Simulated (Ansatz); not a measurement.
## LuVO4 (I4_1/a): converging the G0W0 gap

How do accuracy and time trade against each other in G0W0 on LuVO4 (I4_1/a)?

Method: G0W0 on r2SCAN, plane waves, PAW, in Ansatz 0.2.0.

In doubt: one-shot GW on d or f shells is unsure, so the values of those runs are not to be relied on.

### Step 1. The structure

Symmetry: I4_1/a, No. 88, tetragonal system. Conventional cell: a = 4.938 Å, b = 4.938 Å, c = 10.878 Å, α = 90.00°, β = 90.00°, γ = 90.00°. Nearest to Lu lie 8 O at 2.28 to 2.32 Å. V has 4 O at 1.72 Å nearest. Nearest to O lie 1 V at 1.72 Å and 2 Lu at 2.28 to 2.32 Å. Farther neighbours and most contacts between anions are not listed.

The cell is the Materials Project's (PBE, PBE+U or r2SCAN) relaxed one; the ions were relaxed with r2SCAN. Spin-orbit coupling is left out unless a step names it.

### Step 2. 347 empty bands, screening to 110 eV

Now the one-shot GW correction: screening in the RPA, then the self-energy of the levels asked for. This step takes hard PAW files.

input.yaml reads:

```yaml
crystal:
  lattice:
    - [-2.4692367723, 2.4692367723, 5.4391946445]
    - [2.4692367723, -2.4692367723, 5.4391946445]
    - [2.4692367723, 2.4692367723, -5.4391946445]
  atoms:
    - { symbol: Lu, position: [0.5, 0.5, 0.0] }
    - { symbol: Lu, position: [0.25, 0.75, 0.5] }
    - { symbol: V, position: [0.0, 0.0, 0.0] }
    - { symbol: V, position: [0.75, 0.25, 0.5] }
    - { symbol: O, position: [0.9293179326, 0.8262512803, 0.591803214] }
    - { symbol: O, position: [0.5762512803, 0.4844480663, 0.3969333477] }
    - { symbol: O, position: [0.0875147186, 0.1793179326, 0.6030666523] }
    - { symbol: O, position: [0.2344480663, 0.3375147186, 0.408196786] }
    - { symbol: O, position: [0.5155519337, 0.9124852814, 0.091803214] }
    - { symbol: O, position: [0.6624852814, 0.0706820674, 0.8969333477] }
    - { symbol: O, position: [0.1737487197, 0.7655519337, 0.1030666523] }
    - { symbol: O, position: [0.8206820674, 0.4237487197, 0.908196786] }
kpoints:
  mp_grid: { grid: [4, 4, 4] }
hamiltonian:
  xc: r2scan
  pseudopotentials: { kind: paw, source: ansatz }
scf:
  occupations: { method: fixed }
gw:
  n_empty_bands: 347
  ecut_chi: 110.0
  qp_bands: [v4, c4]
  qp_kpoints: band_edges
  screening: { model: contour_deformation }
```

The run is started by

```console
$ ansatz run input.yaml --threads 4 --pin off --max-ram 138240MiB --backend cuda --events-out ev --progress --plain --runs-dir out --devices 1 --max-vram 26GiB
```

Numbers of over 12 decimals in the logs are rounded to 6 here.

What it wrote:

```text
GPUs: using 1 of 1 available (devices: 1).
Engine: ansatz 0.2.0, x86_64-unknown-linux-gnu
Pseudopotentials: kind: paw
Pseudopotential: Lu, paw, valence charge 25, recommended cutoff 680 eV (normal), Lu.paw.azcp
Pseudopotential: V, paw, valence charge 13, recommended cutoff 840 eV (normal), V.paw.azcp
Pseudopotential: O, paw, valence charge 6, recommended cutoff 1050 eV (meta_gga), O.paw.azcp
Functional definition: r2SCAN
  parameter k0 = 0.174
  parameter k1 = 0.065
  parameter a1 = 4.9479
  exchange = r2scan_x(k0 = k0, k1 = k1, a1 = a1)
  correlation = r2scan_c
device memory: the entry about to start is reckoned to put 5.8 GiB on a device that reports 63.5 GiB free (of which the cap on the GPU budget leaves the run 26.0 GiB)
GPU FFT provider: cuFFT
GPU libraries: cuBLAS 13.8.2, cuFFT 12.4.0, cuSOLVER 12.3.4
Crystal: 12 atoms, lattice volume = 132.654 Å³
Basis set: ecut = 1050 eV, 10193 PW (Γ), exchange–correlation on 320×320×320 points (64 copies of the dense FFT grid, shifted against one another)
Bands: 75, of which v1, the nominal top of the filled ones, is band 62 counted from 1 (61 counted from 0)
Symmetry: 8 space group operations
Space group: I41/a (ITA 88), of the structure as read, at distance tolerance 5.1e-5 Å
k-points: 14 of 64
Non-local potential: Lu, projectors of the file, l = 0: 3, l = 1: 3, l = 2: 2, l = 3: 3
Non-local potential: V, projectors of the file, l = 0: 2, l = 1: 2, l = 2: 2, l = 3: 1
Non-local potential: O, projectors of the file, l = 0: 2, l = 1: 2, l = 2: 1
PAW form: soft (Blöchl's): semilocal exchange-correlation on the pseudo side does not see the compensation charge
PAW frozen core: Lu, regenerated for the run's functional (the file was generated under x = pbe(κ = 0.804, μ = 0.219515), c = pbe(β = 0.066725))
PAW frozen core: V, regenerated for the run's functional (the file was generated under x = pbe(κ = 0.804, μ = 0.219515), c = pbe(β = 0.066725))
PAW frozen core: O, regenerated for the run's functional (the file was generated under x = pbe(κ = 0.804, μ = 0.219515), c = pbe(β = 0.066725))
PAW one-centre angular grid: Lu, 974 points (default); XC on 224 Gauss nodes
PAW one-centre angular grid: V, 590 points (default); XC on 160 Gauss nodes
PAW one-centre angular grid: O, 302 points (default); XC on 160 Gauss nodes
Initial density: superposition of atomic densities (chi_scale 0.1, normalization cell, long waves kept (reshape's long-wave potential 0.02 eV rms))
Initial wavefunctions: pseudopotential atomic-orbital guess
GPU buffer pool allocated for 512000 grid points (all kernels)
GPU transforms: local potential and band sums: pruned to the plane-wave sphere, on 72×72×72
Functional: x = r2scan, c = r2scan; τ floored in thin density (d = 2e-4 eV/Å³)
SCF iter   1: F=—  HF=-39922.040786 eV  |F-HF|=—  |Δ(HF+E_count)|=         —  Δρ=1.24e-1  dr2=2.39e1  dr2_τ=4.10e0  ethr=3.10e-3  ⟨swp⟩=5.1  Hψ=4073  notcnv=0  defer=107
preconditioner: auto → Resta (q_TF=auto, 2.698 Å⁻¹)  ε∞=5.7  [insulator: Δε(μ)=3.876 eV  Ē_g=15.141 eV  n_scr=36 (ndim 8)  ℏωp=32.9 eV  f_vac=0.000  ε∞_Penn≈5.7]
SCF iter   2: F=—  HF=-39917.844521 eV  |F-HF|=—  |Δ(HF+E_count)|=    4.20e0  Δρ=7.68e-2  dr2=6.91e0  dr2_τ=5.37e0  ethr=3.10e-3  ⟨swp⟩=4.1  Hψ=2280  notcnv=0  defer=129
SCF iter   3: F=—  HF=-39917.061864 eV  |F-HF|=—  |Δ(HF+E_count)|=   7.83e-1  Δρ=4.21e-2  dr2=3.07e0  dr2_τ=9.05e-1  ethr=3.10e-3  ⟨swp⟩=4.0  Hψ=1879  notcnv=0  defer=134
SCF iter   4: F=—  HF=-39916.776188 eV  |F-HF|=—  |Δ(HF+E_count)|=   2.86e-1  Δρ=2.58e-2  dr2=8.50e-1  dr2_τ=2.42e-1  ethr=2.48e-3  ⟨swp⟩=4.0  Hψ=1572  notcnv=0  defer=148
SCF iter   5: F=—  HF=-39916.531672 eV  |F-HF|=—  |Δ(HF+E_count)|=   2.45e-1  Δρ=7.83e-3  dr2=8.73e-2  dr2_τ=1.20e-2  ethr=6.86e-4  ⟨swp⟩=3.1  Hψ=1880  notcnv=0  defer=132
SCF iter   6: F=—  HF=-39916.531287 eV  |F-HF|=—  |Δ(HF+E_count)|=   3.85e-4  Δρ=3.63e-3  dr2=1.80e-2  dr2_τ=8.37e-3  ethr=7.04e-5  ⟨swp⟩=4.9  Hψ=2046  notcnv=0  defer=154
SCF iter   7: F=—  HF=-39916.529287 eV  |F-HF|=—  |Δ(HF+E_count)|=   2.00e-3  Δρ=1.66e-3  dr2=3.95e-3  dr2_τ=5.58e-4  ethr=1.45e-5  ⟨swp⟩=4.0  Hψ=1833  notcnv=0  defer=154
SCF iter   8: F=—  HF=-39916.528837 eV  |F-HF|=—  |Δ(HF+E_count)|=   4.50e-4  Δρ=2.46e-4  dr2=1.01e-4  dr2_τ=4.76e-5  ethr=3.19e-6  ⟨swp⟩=3.4  Hψ=1526  notcnv=0  defer=154
SCF iter   9: F=—  HF=-39916.528834 eV  |F-HF|=—  |Δ(HF+E_count)|=   2.82e-6  Δρ=6.80e-5  dr2=8.10e-6  dr2_τ=7.00e-7  ethr=8.12e-8  ⟨swp⟩=2.4  Hψ=1621  notcnv=0  defer=148
SCF iter  10: F=—  HF=-39916.528833 eV  |F-HF|=—  |Δ(HF+E_count)|=   3.85e-7  Δρ=1.17e-5  dr2=1.52e-7  dr2_τ=2.75e-8  ethr=6.53e-9  ⟨swp⟩=2.0  Hψ=1432  notcnv=0  defer=134
SCF iter  11: F=-39916.528833 eV  HF=-39916.528833 eV  |F-HF|=1.02e-9  |Δ(HF+E_count)|=   4.82e-9  Δρ=1.55e-6  dr2=2.41e-9  dr2_τ=1.49e-9  ethr=8.06e-11  ⟨swp⟩=14.4  Hψ=4683  notcnv=0
SCF 1 converged in 11 iterations: F = -39916.528833 eV  dr2 = 2.41e-9
  greatest PAW one-centre occupation: 0.993 electrons in one spin orbital (limit 2), on the Lu atom at site 1 (counted from 0), in its partial waves of l = 0
device memory: the entry about to start is reckoned to put 6.4 GiB (of the 6.6 GiB reckoned in all, the device holds 0.2 GiB already) on a device that reports 63.4 GiB free (of which the cap on the GPU budget leaves the run 25.8 GiB)
NSCF: frozen V_eff on 14 k-points
the band table was solved once the SCF had ended and its energy, with any forces and stress, was formed, with the checks that follow a solve (4578 applications of the Hamiltonian). They found nothing against the state; the energy, forces and stress were not computed again (output.eigenvalues in the input reference)
device memory: the entry about to start is reckoned to put 6.4 GiB on a device that reports 63.6 GiB free (of which the cap on the GPU budget leaves the run 26.0 GiB)
NSCF: frozen V_eff on 14 k-points
G₀W₀ screening: q 1/14
[... further progress lines ...]
device memory: the entry about to start is reckoned to put 1.0 GiB on a device that reports 45.3 GiB free (of which the cap on the GPU budget leaves the run 26.0 GiB)
NSCF: frozen V_eff on 1 k-points
device memory: the entry about to start is reckoned to put 1.0 GiB on a device that reports 45.3 GiB free (of which the cap on the GPU budget leaves the run 26.0 GiB)
NSCF: frozen V_eff on 1 k-points
SCF converged after 11 iterations
Free energy (F): -39916.528833 eV
Harris-Foulkes:  -39916.528833 eV  (|F-HF|=1.02e-9)
Internal energy: -39916.528833 eV  (E = F + TS)
E sigma→0 (E₀):  -39916.528833 eV
Fermi energy:    10.220503 eV
--- Per-component energies (eV) ---
  E_band       = -442.765091
  E_kinetic    = 4237.728465
  E_local      = -23102.527783  (includes V_loc(G=0)·N_el)
  E_nonlocal   = 5259.783184
  E_hartree    = 7385.960463
  E_xc         = -1513.783853
  E_vxc        = -2130.078951  (∫ρ·V_xc dr)
  E_paw        = -18050.054118  (= ΣΔE_a)
  E_vpaw       = 378.152300  (= ΣTr[D̂ρ^β])
  E_aug_tail   = -0.000046  (compensation charges beyond the density's cutoff)
  E_vtau       = 142.256996  (kinetic-family band-sum trace: ∫τ·v_τ [+ j·A + Jᵃ·Aᵃ] dr)
  E_ewald      = -14134.105990
  E_core_change = 0.470844  (= ΣΔE_core)
  E_smearing   = -0.000000  (= −TS)
  E_closure    = 0.000000  (closes the sum)
  Σ components = -39916.528833   (vs F -39916.528833, Δ=0.00e0)
--- Band table (eV; the first three rows and the last of 14) ---
  k-point 0: bands = [... 58 lower, 9.4659, 9.8598, 10.2205, 10.2205, 13.1652, 13.6140, 13.8306, 13.9099, ... 9 higher]
  k-point 1: bands = [... 58 lower, 9.5587, 9.7423, 9.7595, 9.9875, 13.4044, 13.7583, 13.8365, 14.1344, ... 9 higher]
  k-point 2: bands = [... 58 lower, 9.6637, 9.6637, 9.7945, 9.7945, 13.4323, 13.4323, 14.1266, 14.1266, ... 9 higher]
  k-point 13: bands = [... 58 lower, 9.7397, 9.7397, 10.1338, 10.1338, 13.3261, 13.3261, 13.6977, 13.6977, ... 9 higher]
--- G₀W₀: contour deformation, 6 samples at zero and on the imaginary axis and 1 off it, 64 q-points, 347 empty bands' worth ---
  eigenvalues of the whole cell's RPA ε∞ on this k-mesh (on a slab, of 1 + 4πα/V) = 4.3181, 4.7985, 4.7985; static W/v taken at q = 0 is 0.214519
  bands read: the sum over 409 bands ends inside a degenerate multiplet in 3 slots, whose members it reads at an even weight; the widest, k=2: bands 409 to 410 (counted from 1) at 1/2 each
  gw.qp_kpoints: band_edges: 14 of 14 stored k-points solved, in 1 pass; an edge of the gap read off the rows below is read off those points alone
    ik  band        ε_KS         Σx   Σc(E_QP)       V_xc       Z   E_QP_lin       E_QP  E_QP is
     0    59      9.4659   -32.5503     5.2260   -26.8265  0.7424     8.9637     8.9681  root
     0    60      9.8598   -29.5682     4.8664   -24.3930  0.7477     9.5495     9.5510  root
     0    61     10.2205   -27.5012     4.6710   -22.6840  0.7452    10.0740    10.0743  root
     0    62     10.2205   -27.5012     4.6710   -22.6840  0.7452    10.0740    10.0743  root
     0    63     13.1652   -15.8816    -6.5048   -23.8246  0.7369    14.6411    14.6034  root
     0    64     13.6140   -16.4105    -6.2409   -24.1224  0.7376    15.1245    15.0851  root
     0    65     13.8306   -16.6515    -6.0828   -24.2126  0.7373    15.3490    15.3089  root
     0    66     13.9099   -17.0558    -6.0321   -24.5689  0.7263    15.4377    15.3909  root
     1    59      9.5587   -31.8465     5.2859   -26.0839  0.7409     9.0780     9.0821  root
     1    60      9.7423   -28.8940     4.7653   -23.8683  0.7448     9.4809     9.4819  root
     1    61      9.7595   -28.6475     4.7842   -23.6113  0.7458     9.5066     9.5076  root
     1    62      9.9875   -27.5418     4.7234   -22.6370  0.7436     9.8056     9.8061  root
     1    63     13.4044   -16.3117    -6.3011   -24.0686  0.7344    14.9009    14.8603  root
     1    64     13.7583   -16.9543    -5.9685   -24.3968  0.7303    15.2758    15.2323  root
     1    65     13.8365   -16.8281    -6.0834   -24.4060  0.7341    15.3728    15.3310  root
     1    66     14.1344   -17.3511    -5.9906   -24.8572  0.7288    15.6967    15.6499  root
     2    59      9.6637   -28.1388     4.7723   -23.1212  0.7413     9.4174     9.4184  root
     2    60      9.6637   -28.1388     4.7723   -23.1212  0.7413     9.4174     9.4184  root
     2    61      9.7945   -32.5905     5.2490   -26.8712  0.7450     9.3205     9.3242  root
     2    62      9.7945   -32.5905     5.2490   -26.8712  0.7450     9.3205     9.3242  root
     2    63     13.4323   -16.3125    -6.0371   -23.8023  0.7374    14.9241    14.8849  root
     2    64     13.4323   -16.3125    -6.0371   -23.8023  0.7374    14.9241    14.8849  root
     2    65     14.1266   -17.3278    -5.9684   -24.8162  0.7288    15.6935    15.6466  root
     2    66     14.1266   -17.3278    -5.9684   -24.8162  0.7288    15.6935    15.6466  root
[...]
13    59      9.7397   -30.1176     4.9274   -24.8566  0.7469     9.4043     9.4060  root
    13    60      9.7397   -30.1176     4.9274   -24.8566  0.7469     9.4043     9.4060  root
    13    61     10.1338   -26.9785     4.5762   -22.2740  0.7438    10.0052    10.0055  root
    13    62     10.1338   -26.9785     4.5762   -22.2740  0.7438    10.0052    10.0055  root
    13    63     13.3261   -15.9319    -6.2374   -23.5961  0.7402    14.7895    14.7530  root
    13    64     13.3261   -15.9319    -6.2374   -23.5961  0.7402    14.7895    14.7530  root
    13    65     13.6977   -16.6276    -6.1608   -24.2614  0.7352    15.2120    15.1707  root
    13    66     13.6977   -16.6276    -6.1608   -24.2614  0.7352    15.2120    15.1707  root
```

The job ended after 1.8 min (1 × NVIDIA H100 80GB HBM3 (shared by 3 runs) with 4 threads of AMD EPYC 7R13 (Zen 3), shared host; peak memory 4 GiB).

The column dr2 measures how far the density is from self-consistency, as an energy; F and HF (Harris–Foulkes) agree once it is small.

Numbers from this step:

- bands summed: 409
- RPA ε∞ on this mesh (eigenvalues): 4.318, 4.798, 4.798
- plane waves in the screening matrix: 353
- q-points in the mesh: 64
- G0W0 gap on the mesh: 4.529 eV
- k of the valence top: 0, 0, 0
- k of the conduction bottom: 0, 0, 0
- starting gap on the mesh: 2.945 eV
- Z at the valence top: 0.7452
- Z at the conduction bottom: 0.7369
- least direct G0W0 gap on the computed points: 4.529 eV

The gap on the mesh goes from 2.94 eV to 4.53 eV, a correction of +1.58 eV. Between the two edge states, bare exchange in place of the xc potential would open the gap by 12.76 eV, and correlation takes back 11.18 eV.

### Step 3. 788 empty bands, screening to 190 eV

Another rung: the empty bands reach about as high as the screening cutoff, so the two stay in balance.

input.yaml: that of step 2 with these lines changed.

```diff
@@ -26,4 +26,4 @@
 gw:
-  n_empty_bands: 347
-  ecut_chi: 110.0
+  n_empty_bands: 788
+  ecut_chi: 190.0
   qp_bands: [v4, c4]
```

What it wrote:

```text
GPUs: using 1 of 1 available (devices: 1).
[...]
GPU FFT provider: cuFFT
GPU libraries: cuBLAS 13.8.2, cuFFT 12.4.0, cuSOLVER 12.3.4
Crystal: 12 atoms, lattice volume = 132.654 Å³
Basis set: ecut = 1050 eV, 10193 PW (Γ), exchange–correlation on 320×320×320 points (64 copies of the dense FFT grid, shifted against one another)
Bands: 75, of which v1, the nominal top of the filled ones, is band 62 counted from 1 (61 counted from 0)
Symmetry: 8 space group operations
[...]
k-points: 14 of 64
[...]
GPU buffer pool allocated for 512000 grid points (all kernels)
[...]
SCF iter   1: F=—  HF=-39922.040786 eV  |F-HF|=—  |Δ(HF+E_count)|=         —  Δρ=1.24e-1  dr2=2.39e1  dr2_τ=4.10e0  ethr=3.10e-3  ⟨swp⟩=5.1  Hψ=4073  notcnv=0  defer=107
[...]
SCF iter  11: F=-39916.528833 eV  HF=-39916.528833 eV  |F-HF|=1.02e-9  |Δ(HF+E_count)|=   4.82e-9  Δρ=1.55e-6  dr2=2.41e-9  dr2_τ=1.49e-9  ethr=8.06e-11  ⟨swp⟩=14.4  Hψ=4683  notcnv=0
SCF 1 converged in 11 iterations: F = -39916.528833 eV  dr2 = 2.41e-9
[...]
NSCF: frozen V_eff on 14 k-points
[...]
G₀W₀ screening: q 1/14
[... further progress lines ...]
[...]
SCF converged after 11 iterations
Free energy (F): -39916.528833 eV
[...]
Internal energy: -39916.528833 eV  (E = F + TS)
E sigma→0 (E₀):  -39916.528833 eV
Fermi energy:    10.220503 eV
[...]
--- Band table (eV; the first three rows and the last of 14) ---
  k-point 0: bands = [... 58 lower, 9.4659, 9.8598, 10.2205, 10.2205, 13.1652, 13.6140, 13.8306, 13.9099, ... 9 higher]
  k-point 1: bands = [... 58 lower, 9.5587, 9.7423, 9.7595, 9.9875, 13.4044, 13.7583, 13.8365, 14.1344, ... 9 higher]
  k-point 2: bands = [... 58 lower, 9.6637, 9.6637, 9.7945, 9.7945, 13.4323, 13.4323, 14.1266, 14.1266, ... 9 higher]
  k-point 13: bands = [... 58 lower, 9.7397, 9.7397, 10.1338, 10.1338, 13.3261, 13.3261, 13.6977, 13.6977, ... 9 higher]
[...]
0    59      9.4659   -32.5503     5.0652   -26.8265  0.7378     8.7995     8.8074  root
     0    60      9.8598   -29.5682     4.6460   -24.3930  0.7431     9.3260     9.3306  root
     0    61     10.2205   -27.5012     4.3972   -22.6840  0.7402     9.7977     9.8005  root
     0    62     10.2205   -27.5012     4.3972   -22.6840  0.7402     9.7977     9.8005  root
     0    63     13.1652   -15.8816    -6.8161   -23.8246  0.7323    14.3143    14.2921  root
     0    64     13.6140   -16.4105    -6.5651   -24.1224  0.7327    14.7837    14.7609  root
     0    65     13.8306   -16.6515    -6.4109   -24.2126  0.7324    15.0041    14.9808  root
     0    66     13.9099   -17.0558    -6.3527   -24.5689  0.7212    15.0975    15.0703  root
[...]
13    63     13.3261   -15.9319    -6.5478   -23.5961  0.7355    14.4639    14.4425  root
    13    64     13.3261   -15.9319    -6.5478   -23.5961  0.7355    14.4639    14.4425  root
    13    65     13.6977   -16.6276    -6.4857   -24.2614  0.7303    14.8695    14.8458  root
    13    66     13.6977   -16.6276    -6.4857   -24.2614  0.7303    14.8695    14.8458  root
```

The job ended after 2.9 min (1 × NVIDIA H100 80GB HBM3 (shared by 3 runs) with 4 threads; peak memory 6.3 GiB).

Numbers from this step:

```yaml
bands_summed: 850
rpa_eps_infinity_on_this_mesh_eigenvalues: 4.299, 4.772, 4.772
plane_waves_in_the_screening_matrix: 809
q_points_in_the_mesh: 64
g0w0_gap_on_the_mesh: 4.492 eV
k_of_the_valence_top: 0, 0, 0
k_of_the_conduction_bottom: 0, 0, 0
starting_gap_on_the_mesh: 2.945 eV
z_at_the_valence_top: 0.7402
z_at_the_conduction_bottom: 0.7323
least_direct_g0w0_gap_on_the_computed_points: 4.492 eV
```

Against the run with 4×4×4 mesh, 347 empty bands, screening to 110 eV, hard PAW files, the gap moves by −0.04 eV.

### Step 4. 1336 empty bands, screening to 270 eV

input.yaml: that of step 3 with these lines changed.

```diff
@@ -26,4 +26,4 @@
 gw:
-  n_empty_bands: 788
-  ecut_chi: 190.0
+  n_empty_bands: 1336
+  ecut_chi: 270.0
   qp_bands: [v4, c4]
```

What it wrote:

```text
GPUs: using 1 of 1 available (devices: 1).
[...]
GPU FFT provider: cuFFT
GPU libraries: cuBLAS 13.8.2, cuFFT 12.4.0, cuSOLVER 12.3.4
Crystal: 12 atoms, lattice volume = 132.654 Å³
Basis set: ecut = 1050 eV, 10193 PW (Γ), exchange–correlation on 320×320×320 points (64 copies of the dense FFT grid, shifted against one another)
Bands: 75, of which v1, the nominal top of the filled ones, is band 62 counted from 1 (61 counted from 0)
[...]
0    66     13.9099   -17.0558    -6.5226   -24.5689  0.7186    14.9199    14.9004  root
[...]
13    63     13.3261   -15.9319    -6.7080   -23.5961  0.7330    14.2978    14.2822  root
    13    64     13.3261   -15.9319    -6.7080   -23.5961  0.7330    14.2978    14.2822  root
    13    65     13.6977   -16.6276    -6.6544   -24.2614  0.7276    14.6942    14.6771  root
    13    66     13.6977   -16.6276    -6.6544   -24.2614  0.7276    14.6942    14.6771  root
[key lines of the parts left out:]
SCF converged after 11 iterations
Free energy (F): -39916.528833 eV
Fermi energy:    10.220503 eV
```

Run time: 4.9 min. Hardware: 1 × NVIDIA H100 80GB HBM3 (shared by 3 runs) with 4 threads; peak memory 10 GiB.

This step gave:

| Quantity | Value |
| --- | --- |
| bands summed | 1398 |
| RPA ε∞ on this mesh (eigenvalues) | 4.293, 4.765, 4.765 |
| plane waves in the screening matrix | 1355 |
| G0W0 gap on the mesh | 4.491 eV |
| k of the valence top | 0, 0, 0 |
| k of the conduction bottom | 0, 0, 0 |
| starting gap on the mesh | 2.945 eV |
| least direct G0W0 gap on the computed points | 4.491 eV |

Against the run with 4×4×4 mesh, 788 empty bands, screening to 190 eV, hard PAW files, the gap moves by −0.001 eV.

[end of part 1 of 2]

[Paths, hosts, dates, memory and timing lines, banners, echoed tables and standing remarks are left out of the program output.]

[Logs are printed without paths, hosts, clocks, repeated set-up lines and the standing remarks that a program may print on its own settings, such as how far it seeks lower states.]

[Runs of the session that timed out or met a known fault of the program may be left out.]

[Cells called generated may have been cut or substituted from an entry of the Crystallography Open Database or the Materials Project.]

[Hosts, paths, dates, database ids (printed as entryN), source tags and the programs' standing remarks are cut or masked in the printed files.]
